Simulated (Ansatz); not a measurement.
# Na on Al(111): change of the work function

Aim: the work function of Al(111) at several coverages of Na (fcc site), and the dipole that each adsorbate carries.

Main program and level: Ansatz 0.2.0; plane-wave DFT, PBE, Ansatz PAW.

## Step 1: Starting point

The cell holds 4 atoms: 4 Al. Its edges and angles: a = 2.864 Å, b = 2.864 Å, c = 25.015 Å, α = 90.0°, β = 90.0°, γ = 60.0°. Vacuum lies along c.

## Step 2: The clean slab

The bare slab comes first, as the zero from which every change is counted. The two lowest layers are held at bulk places and the upper ones relax. The dipole correction removes the false field that a one-sided slab makes across the periodic vacuum, so each face gets a flat vacuum level of its own.

File input.yaml:

```yaml
crystal:
  lattice:
    - [2.8637824638, 0.0, 0.0]
    - [1.4318912319, 2.4801083646, 0.0]
    - [0.0, 0.0, 25.0148057707]
  atoms:
    - { symbol: Al, position: [0.0, 0.0, 0.3597869231] }
    - { symbol: Al, position: [0.3333333333, 0.3333333333, 0.4532623077] }
    - { symbol: Al, position: [0.6666666667, 0.6666666667, 0.5467376923] }
    - { symbol: Al, position: [0.0, 0.0, 0.6402130769] }
kpoints:
  mp_grid: { grid: [12, 12, 1] }
hamiltonian:
  xc: pbe
scf:
  occupations: { method: fermi_dirac, width: 0.1 }
  convergence: { dr2_threshold: 1.0e-08 }
efield:
  axis: 3
  dipole_correction: true
  ramp_position: 0.97
  ramp_width: 0.06
relax:
  f_tol: 0.02
  max_steps: 60
  constraints: [{ sites: [0, 1] }]
output:
  write_potential: true
  write_density: true
  volumetric_format: npy
```

Run with:

```console
> ansatz run input.yaml --threads 2 --pin off --max-ram 4096MiB --backend cpu --events-out ev --progress --plain --runs-dir out
```

Standard output:

```text
Engine: ansatz 0.2.0, aarch64-unknown-linux-gnu
Pseudopotentials: kind: paw
Pseudopotential: Al, paw, valence charge 3, recommended cutoff 420 eV (normal), Al.paw.azcp
Functional definition: PBE
  parameter kappa = 0.804
  parameter beta = 0.066725
  exchange = pbe_x(kappa = kappa, mu = beta*pi^2/3)
  correlation = pbe_c(beta = beta)
Crystal: 4 atoms, lattice volume = 177.667 Å³
Basis set: ecut = 420 eV, 3467 PW (Γ), exchange–correlation on 40×40×360 points (8 copies of the dense FFT grid, shifted against one another)
Bands: 10, of which v1, the nominal top of the filled ones, is band 6 counted from 1 (5 counted from 0)
Symmetry: 6 space group operations
k-points: 19 of 144 (time reversal used)
Non-local potential: Al, projectors of the file, l = 0: 2, l = 1: 2, l = 2: 1
PAW form: soft (Blöchl's): semilocal exchange-correlation on the pseudo side does not see the compensation charge
PAW one-centre angular grid: Al, 110 points (default); XC on 64 Gauss nodes
Initial density: superposition of atomic densities (neutral atoms: chi_scale 0, normalization atom), corrected by the library's trained network
Initial wavefunctions: pseudopotential atomic-orbital guess
Functional: x = pbe(κ = 0.804, μ = 0.219515), c = pbe(β = 0.066725)
SCF iter   1: F=—  HF=-2149.281065 eV  |F-HF|=—  |Δ(HF+E_count)|=         —  Δρ=1.37e-3  dr2=4.13e-2  ethr=1.77e-3  p=-0.000 e·Å  D=-1.79e-14 V/Å  ΔV_dip=0.00 eV  dr2_dipole=1.23e-6  V_vac-E_F(+/−)=3.96/3.96 eV  ⟨swp⟩=8.2  Hψ=1709  notcnv=0
efield: sawtooth ramp at fractional position 0.9700 (set: `efield.ramp_position`, or a place that a band, a saddle search or an elastic batch's reference lends), width 0.0600; the density the first Hamiltonian is built on has a dipole p = -0.000 e·Å; the dipole correction subtracts the counter field D = -1.79e-14 V/Å, which shifts the + side's vacuum level by +0.00 eV against the − side's; the planar-averaged density in the ramp window peaks in size at 6.8e-6 e/Å³
preconditioner: auto → LDOS  [metal: Δε(μ)=0.035 eV  Ē_g=6.481 eV  σ=0.100 eV  W_gap=0.09  n_scr=12 (ndim 8)  ℏωp=9.7 eV  f_vac=0.517  D(μ)=1.93/eV (n_scr^D=10)  β→1.0]
SCF iter   2: F=—  HF=-2149.278663 eV  |F-HF|=—  |Δ(HF+E_count)|=   2.40e-3  Δρ=4.15e-4  dr2=5.50e-4  ethr=3.44e-4  p=-0.000 e·Å  D=-2.16e-5 V/Å  ΔV_dip=0.00 eV  dr2_dipole=9.75e-7  V_vac-E_F(+/−)=4.05/4.05 eV  ⟨swp⟩=1.4  Hψ=364  notcnv=0
SCF iter   3: F=—  HF=-2149.278781 eV  |F-HF|=—  |Δ(HF+E_count)|=   1.18e-4  Δρ=1.46e-4  dr2=1.74e-4  ethr=4.59e-6  p=-0.000 e·Å  D=-1.14e-5 V/Å  ΔV_dip=0.00 eV  dr2_dipole=2.68e-9  V_vac-E_F(+/−)=4.05/4.05 eV  ⟨swp⟩=2.3  Hψ=349  notcnv=0
SCF iter   4: F=—  HF=-2149.278775 eV  |F-HF|=—  |Δ(HF+E_count)|=   6.25e-6  Δρ=2.72e-5  dr2=6.01e-6  ethr=1.45e-6  p=-0.000 e·Å  D=-4.98e-6 V/Å  ΔV_dip=0.00 eV  dr2_dipole=2.20e-9  V_vac-E_F(+/−)=4.05/4.05 eV  ⟨swp⟩=2.6  Hψ=311  notcnv=0
SCF iter   5: F=—  HF=-2149.278723 eV  |F-HF|=—  |Δ(HF+E_count)|=   5.25e-5  Δρ=8.22e-6  dr2=2.22e-7  ethr=5.01e-8  p=-0.000 e·Å  D=-2.02e-6 V/Å  ΔV_dip=0.00 eV  dr2_dipole=6.48e-11  V_vac-E_F(+/−)=4.05/4.05 eV  ⟨swp⟩=2.3  Hψ=315  notcnv=0
SCF iter   6: F=—  HF=-2149.278723 eV  |F-HF|=—  |Δ(HF+E_count)|=   3.20e-7  Δρ=1.90e-6  dr2=2.67e-8  ethr=1.85e-9  p=-0.000 e·Å  D=-6.66e-7 V/Å  ΔV_dip=0.00 eV  dr2_dipole=4.13e-15  V_vac-E_F(+/−)=4.05/4.05 eV  ⟨swp⟩=2.4  Hψ=314  notcnv=0
SCF iter   7: F=-2149.278723 eV  HF=-2149.278723 eV  |F-HF|=4.15e-9  |Δ(HF+E_count)|=   1.70e-8  Δρ=3.92e-7  dr2=9.37e-10  ethr=8.33e-11  p=-0.000 e·Å  D=-7.30e-8 V/Å  ΔV_dip=0.00 eV  dr2_dipole=1.46e-13  V_vac-E_F(+/−)=4.05/4.05 eV  ⟨swp⟩=9.1  Hψ=1233  notcnv=0
SCF 1 converged in 7 iterations: F = -2149.278723 eV  dr2 = 9.37e-10
  greatest PAW one-centre occupation: 0.462 electrons in one spin orbital (limit 2), on the Al atom at site 0 (counted from 0), in its partial waves of l = 0
relax step   1: F+E_penalty+E_count = -2149.27872285 eV  Δ(F+E_penalty+E_count) = +0.000e0 eV  max|allowed force component| = 1.320e-1 eV/Å  Δτ_max = 0.0000 Å  (7 SCF iters, accepted)
Initial density: handed on by an earlier stage of this run
Initial wavefunctions: those handed on with the density
iter 1 solved again at ethr=3.27e-4 eV; its pass at ethr=3.10e-3 eV (dr2=3.92e-2 eV) is discarded
SCF iter   1: F=—  HF=-2149.285072 eV  |F-HF|=—  |Δ(HF+E_count)|=         —  Δρ=1.34e-3  dr2=3.83e-2  ethr=3.27e-4  p=-0.000 e·Å  D=-7.52e-8 V/Å  ΔV_dip=0.00 eV  dr2_dipole=4.72e-3  V_vac-E_F(+/−)=4.05/4.05 eV  ⟨swp⟩=1.2  Hψ=1170  notcnv=0
efield: sawtooth ramp at fractional position 0.9700 (set: `efield.ramp_position`, or a place that a band, a saddle search or an elastic batch's reference lends), width 0.0600; the density the first Hamiltonian is built on has a dipole p = -0.000 e·Å; the dipole correction subtracts the counter field D = -7.52e-8 V/Å, which shifts the + side's vacuum level by +0.00 eV against the − side's; the planar-averaged density in the ramp window peaks in size at 1.7e-7 e/Å³
preconditioner: auto → LDOS  [metal: Δε(μ)=0.063 eV  Ē_g=6.503 eV  σ=0.100 eV  W_gap=0.15  n_scr=12 (ndim 8)  ℏωp=9.7 eV  f_vac=0.521  D(μ)=1.95/eV (n_scr^D=10)  β→1.0]
SCF iter   2: F=—  HF=-2149.281980 eV  |F-HF|=—  |Δ(HF+E_count)|=   3.09e-3  Δρ=4.25e-4  dr2=1.25e-3  ethr=3.19e-4  p=0.000 e·Å  D=1.82e-7 V/Å  ΔV_dip=-0.00 eV  dr2_dipole=2.59e-4  V_vac-E_F(+/−)=4.03/4.03 eV  ⟨swp⟩=2.1  Hψ=258  notcnv=0
SCF iter   3: F=—  HF=-2149.281849 eV  |F-HF|=—  |Δ(HF+E_count)|=   1.31e-4  Δρ=1.92e-4  dr2=2.96e-4  ethr=1.04e-5  p=0.000 e·Å  D=6.48e-5 V/Å  ΔV_dip=-0.00 eV  dr2_dipole=1.61e-6  V_vac-E_F(+/−)=4.02/4.02 eV  ⟨swp⟩=2.4  Hψ=337  notcnv=0
SCF iter   4: F=—  HF=-2149.281822 eV  |F-HF|=—  |Δ(HF+E_count)|=   2.67e-5  Δρ=2.12e-5  dr2=3.32e-6  ethr=2.46e-6  p=0.000 e·Å  D=8.41e-5 V/Å  ΔV_dip=-0.00 eV  dr2_dipole=8.88e-8  V_vac-E_F(+/−)=4.02/4.02 eV  ⟨swp⟩=2.3  Hψ=272  notcnv=0
SCF iter   5: F=—  HF=-2149.281817 eV  |F-HF|=—  |Δ(HF+E_count)|=   5.30e-6  Δρ=7.09e-6  dr2=1.97e-7  ethr=2.77e-8  p=0.000 e·Å  D=7.28e-5 V/Å  ΔV_dip=-0.00 eV  dr2_dipole=1.99e-8  V_vac-E_F(+/−)=4.02/4.02 eV  ⟨swp⟩=2.4  Hψ=343  notcnv=0
SCF iter   6: F=—  HF=-2149.281817 eV  |F-HF|=—  |Δ(HF+E_count)|=   1.41e-7  Δρ=1.36e-6  dr2=1.11e-8  ethr=1.64e-9  p=0.000 e·Å  D=6.54e-5 V/Å  ΔV_dip=-0.00 eV  dr2_dipole=2.37e-11  V_vac-E_F(+/−)=4.02/4.02 eV  ⟨swp⟩=2.5  Hψ=297  notcnv=0
SCF iter   7: F=-2149.281817 eV  HF=-2149.281817 eV  |F-HF|=2.26e-9  |Δ(HF+E_count)|=   5.33e-9  Δρ=3.42e-7  dr2=9.00e-10  ethr=8.33e-11  p=0.000 e·Å  D=6.31e-5 V/Å  ΔV_dip=-0.00 eV  dr2_dipole=5.33e-14  V_vac-E_F(+/−)=4.02/4.02 eV  ⟨swp⟩=9.1  Hψ=1236  notcnv=0
SCF 2 converged in 7 iterations: F = -2149.281817 eV  dr2 = 9.00e-10
  greatest PAW one-centre occupation: 0.463 electrons in one spin orbital (limit 2), on the Al atom at site 3 (counted from 0), in its partial waves of l = 0
relax step   2: F+E_penalty+E_count = -2149.28181683 eV  Δ(F+E_penalty+E_count) = -3.094e-3 eV  max|allowed force component| = 5.697e-2 eV/Å  Δτ_max = 0.0619 Å  (7 SCF iters, accepted)
SCF iter   1: F=—  HF=-2149.282212 eV  |F-HF|=—  |Δ(HF+E_count)|=         —  Δρ=2.15e-4  dr2=1.06e-3  ethr=4.10e-5  p=0.000 e·Å  D=6.31e-5 V/Å  ΔV_dip=-0.00 eV  dr2_dipole=1.83e-4  V_vac-E_F(+/−)=4.02/4.02 eV  ⟨swp⟩=2.3  Hψ=665  notcnv=0
efield: sawtooth ramp at fractional position 0.9700 (set: `efield.ramp_position`, or a place that a band, a saddle search or an elastic batch's reference lends), width 0.0600; the density the first Hamiltonian is built on has a dipole p = 0.000 e·Å; the dipole correction subtracts the counter field D = 6.31e-5 V/Å, which shifts the + side's vacuum level by -0.00 eV against the − side's; the planar-averaged density in the ramp window peaks in size at 5.2e-8 e/Å³
preconditioner: auto → LDOS  [metal: Δε(μ)=0.068 eV  Ē_g=6.492 eV  σ=0.100 eV  W_gap=0.16  n_scr=12 (ndim 8)  ℏωp=9.7 eV  f_vac=0.520  D(μ)=1.91/eV (n_scr^D=10)  β→1.0]
SCF iter   2: F=—  HF=-2149.282106 eV  |F-HF|=—  |Δ(HF+E_count)|=   1.05e-4  Δρ=1.28e-4  dr2=8.40e-5  ethr=8.82e-6  p=0.000 e·Å  D=7.97e-5 V/Å  ΔV_dip=-0.00 eV  dr2_dipole=8.18e-7  V_vac-E_F(+/−)=4.02/4.02 eV  ⟨swp⟩=1.6  Hψ=363  notcnv=0
SCF iter   3: F=—  HF=-2149.282096 eV  |F-HF|=—  |Δ(HF+E_count)|=   1.06e-5  Δρ=2.29e-5  dr2=9.96e-6  ethr=7.00e-7  p=-0.000 e·Å  D=-1.38e-5 V/Å  ΔV_dip=0.00 eV  dr2_dipole=1.95e-6  V_vac-E_F(+/−)=4.02/4.02 eV  ⟨swp⟩=2.7  Hψ=381  notcnv=0
SCF iter   4: F=—  HF=-2149.282096 eV  |F-HF|=—  |Δ(HF+E_count)|=   1.92e-7  Δρ=5.61e-6  dr2=6.74e-7  ethr=8.30e-8  p=-0.000 e·Å  D=-3.55e-5 V/Å  ΔV_dip=0.00 eV  dr2_dipole=1.17e-7  V_vac-E_F(+/−)=4.02/4.02 eV  ⟨swp⟩=1.4  Hψ=224  notcnv=0
SCF iter   5: F=-2149.282096 eV  HF=-2149.282096 eV  |F-HF|=7.79e-9  |Δ(HF+E_count)|=   4.76e-8  Δρ=9.72e-7  dr2=3.57e-9  ethr=8.33e-11  p=-0.000 e·Å  D=-4.17e-5 V/Å  ΔV_dip=0.00 eV  dr2_dipole=4.91e-10  V_vac-E_F(+/−)=4.02/4.02 eV  ⟨swp⟩=8.5  Hψ=1456  notcnv=0
SCF 3 converged in 5 iterations: F = -2149.282096 eV  dr2 = 3.57e-9
  greatest PAW one-centre occupation: 0.463 electrons in one spin orbital (limit 2), on the Al atom at site 0 (counted from 0), in its partial waves of l = 0
relax step   3: F+E_penalty+E_count = -2149.28209604 eV  Δ(F+E_penalty+E_count) = -2.792e-4 eV  max|allowed force component| = 2.389e-3 eV/Å  Δτ_max = 0.0093 Å  (5 SCF iters, accepted)
NSCF: frozen V_eff on 19 k-points
the band table was solved once a step of the walk had ended and its energy, with any forces and stress, was formed, with the checks that follow a solve (2035 applications of the Hamiltonian). They found nothing against the state; the energy, forces and stress were not computed again (output.eigenvalues in the input reference)
WARN: The input density's exchange-correlation potential varies sharply where the density is thin. Do not read a vacuum level from v_tot or v_xc, or from such a field of the output density. On a cell that repeats whose density bears no net charge and no dipole along the vacuum's axis use v_es (v_loc + v_h of the components); under efield.dipole_correction with no amplitude use v_es + v_field, which holds any external [...]
SCF converged after 5 iterations
Free energy (F): -2149.282096 eV
Harris-Foulkes:  -2149.282096 eV  (|F-HF|=7.79e-9)
Internal energy: -2149.219587 eV  (E = F + TS)
E sigma→0 (E₀):  -2149.250841 eV
Entropy (-TS):   -0.062509 eV (-15.627 meV/atom)
Fermi energy:    0.479266 eV
Dipole field:    D = -0.000073 V/Å  (p = -0.000072 e·Å, saw-weighted, corrected)
Work function:   Φ+ = 4.0205 eV   Φ− = 4.0187 eV
Levels:          The Fermi level and band energies are counted from a zero that moves with the ramp; work functions are not
--- Per-component energies (eV) ---
  E_band       = -44.413710
  E_kinetic    = 87.546440
  E_local      = -3014.590194  (includes V_loc(G=0)·N_el)
  E_nonlocal   = 41.703702
  E_hartree    = 1484.218628
  E_xc         = -156.809171
  E_vxc        = -112.957825  (∫ρ·V_xc dr)
  E_paw        = -1869.225999  (= ΣΔE_a)
  E_vpaw       = -14.554873  (= ΣTr[D̂ρ^β])
  E_aug_tail   = -0.000009  (compensation charges beyond the density's cutoff)
  E_efield     = 0.000000  (sawtooth field / dipole correction)
  E_vefield    = -0.000024  (∫n·V_field dr)
  E_ewald      = 1277.937017
  E_smearing   = -0.062509  (= −TS)
  E_closure    = -0.000000  (closes the sum)
  Σ components = -2149.282096   (vs F -2149.282096, Δ=0.00e0)
--- Forces (eV/Å), atoms counted from 1 ---
  atom   1  Al    -0.00000000     0.00000000     0.01001900
  atom   2  Al    -0.00000000     0.00000000    -0.01099822
  atom   3  Al     0.00000000    -0.00000000    -0.00139935
  atom   4  Al    -0.00000000    -0.00000000     0.00238930
  max |Σ_I F_I| component: 1.07e-5 eV/Å
--- Band table (eV; the first three rows and the last of 19) ---
  k-point 0: bands = ["-10.3221", "-9.2285", "-7.6200", "-5.3461", "-2.8883", "0.0394", "2.5925", "4.0136", "4.4355", "5.4494"]
  k-point 1: bands = ["-10.1555", "-9.0628", "-7.4556", "-5.1818", "-2.7320", "0.1950", "2.7478", "4.1769", "4.6017", "5.6108"]
  k-point 2: bands = ["-9.6568", "-8.5668", "-6.9634", "-4.6912", "-2.2635", "0.6555", "3.1920", "4.6420", "5.0801", "5.6506"]
  k-point 18: bands = ["-2.6054", "-2.5276", "-2.5272", "-1.6010", "-1.5972", "-1.4746", "-0.1635", "-0.1632", "0.8321", "2.3628"]
--- Relaxed structure (3 steps of the walk, 3 accepted, 0 SCFs on fresh bases) ---
  F+E_penalty+E_count = -2149.28209604 eV   max|allowed force component| = 2.389e-3 eV/Å
  atoms:
    - { symbol: Al, position: [0.0, 0.0, 0.3597869231] }
    - { symbol: Al, position: [0.333333, 0.333333, 0.453262] }
    - { symbol: Al, position: [0.666667, 0.666667, 0.544636] }
    - { symbol: Al, position: [0, 0, 0.637923] }
```

Run time: 5.6 s. Hardware: 2 threads of Arm Neoverse V1, shared host; peak memory 0.34 GiB.

Reading the cycles: dr2 is the Hartree energy of the density residual (eV), the measure of convergence; HF is the Harris–Foulkes estimate of the energy, which meets the free energy F at convergence.

Relaxation path:

```tsv
step	energy less that of the first step (eV)	largest force component (eV/Å)
1	0.0000	0.1320
2	-0.0031	0.0570
3	-0.0034	0.0024
```

The run keeps the 6 symmetry operations that the program found, so distortions that break them were not tested.

The atoms that moved most (Å):

```tsv
atom	dx	dy	dz	length
Al4	0.000	0.000	-0.057	0.057
Al3	0.000	0.000	-0.053	0.053
```

Final coordinates:

```xyz
4
Lattice="2.8638 0.0000 0.0000 1.4319 2.4801 0.0000 0.0000 0.0000 25.0148" Properties=species:S:1:pos:R:3
Al    0.0000    0.0000    9.0000
Al    1.4319    0.8267   11.3383
Al    2.8638    1.6534   13.6240
Al    0.0000    0.0000   15.9575
```

Numbers from this step:

```yaml
energy_at_zero_smearing: -2149.2508 eV
work_function_upper_face: 4.021 eV
dipole_along_the_normal: -7.20e-5 e·Å
```

Running mean over 2.338 Å of the planar mean; the ramp of the sawtooth is left out. The electron's electrostatic potential energy less the Fermi level by z:

```tsv
z (Å)	electron's electrostatic potential energy less the Fermi level (eV)
3.5	4.02
4.0	4.02
4.5	4.02
5.0	4.01
5.5	3.99
6.0	3.92
6.5	3.69
7.0	2.91
7.5	0.996
8.0	-1.37
8.5	-3.48
9.0	-4.40
9.5	-4.56
10.0	-4.58
10.5	-4.60
11.0	-4.61
11.5	-4.65
12.0	-4.78
12.5	-4.81
13.0	-4.77
13.5	-4.65
14.0	-4.62
14.5	-4.62
15.0	-4.59
15.5	-4.56
16.0	-4.37
16.5	-3.33
17.0	-1.17
17.5	1.19
18.0	3.02
18.5	3.72
19.0	3.93
19.5	3.99
20.0	4.01
20.5	4.02
21.0	4.02
21.5	4.02
```

The relaxation took 3 steps and lowered the energy by 0.0034 eV; the largest force on the free atoms ends at 0.0024 eV/Å.

The work function of the upper face is 4.02 eV.

(Continued in part 2 of 3.)

[Long decimals in the printed logs are rounded to 6 places.]

[Logs are printed without paths, hosts, clocks, repeated set-up lines and the standing remarks that a program may print on its own settings, such as how far it seeks lower states.]

[Hosts, paths, dates, database ids (printed as entryN), source tags and the programs' standing remarks are cut or masked in the printed files.]

[Maps of the electrostatic potential energy from Ansatz leave out the sawtooth potential of an applied field or a dipole correction, so their vacuum need not be flat; planar profiles and work functions include it.]
